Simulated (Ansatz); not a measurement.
Planning a GW calculation on MgH2 (P4_2/mnm).

```
Mg H
1.0
     4.51680    0.00000    0.00000
     0.00000    4.51680    0.00000
     0.00000    0.00000    3.02050
Mg H
2 4
Direct
  0.00000 0.00000 0.00000
  0.50000 0.50000 0.50000
  0.30600 0.30600 0.00000
  0.19400 0.80600 0.50000
  0.69400 0.69400 0.00000
  0.80600 0.19400 0.50000
```

The cell and positions come from the Crystallography Open Database and are kept as given unless a step says otherwise. PAW set soft_2, made with PBE.

Runs so far (Ansatz 0.2.0, start PBE, default PAW files, 4×4×6 mesh). Times are wall times on 1 × NVIDIA H100 80GB HBM3 (shared by 6 runs) with 3 threads of AMD EPYC 7R13 (Zen 3), shared host, good to a factor of about two.

```tsv
bands summed	cutoff (eV)	gap on the mesh (eV)	time
77	60	5.738	13 s
195	120	5.895	22 s
```

**Question.** What should the next rung give, with 407 bands and screening to 200 eV, and where is the limit?

The error falls about as one over the bands when the cutoff rises with them. A line through the two highest rungs given predicts 5.949 eV; the run gave 5.986 eV, a miss of 0.037 eV, so the law fails here: the steps don't follow it yet. The two highest rungs put the limit near 6.069 eV, the pair below near 5.998 eV; neither can be trusted until a further rung is run.

Gaps are over the mesh's points; an edge off the mesh would be missed. Limits: not at the basis limit.

[Paths, hosts, dates, memory and timing lines, banners, echoed tables and standing remarks are left out of the program output.]

[Logs are printed without paths, hosts, clocks, repeated set-up lines and the standing remarks that a program may print on its own settings, such as how far it seeks lower states.]

[Runs of the session that timed out or met a known fault of the program may be left out.]

[Cells called generated may have been cut or substituted from an entry of the Crystallography Open Database or the Materials Project.]

[Hosts, paths, dates, database ids (printed as entryN), source tags and the programs' standing remarks are cut or masked in the printed files.]
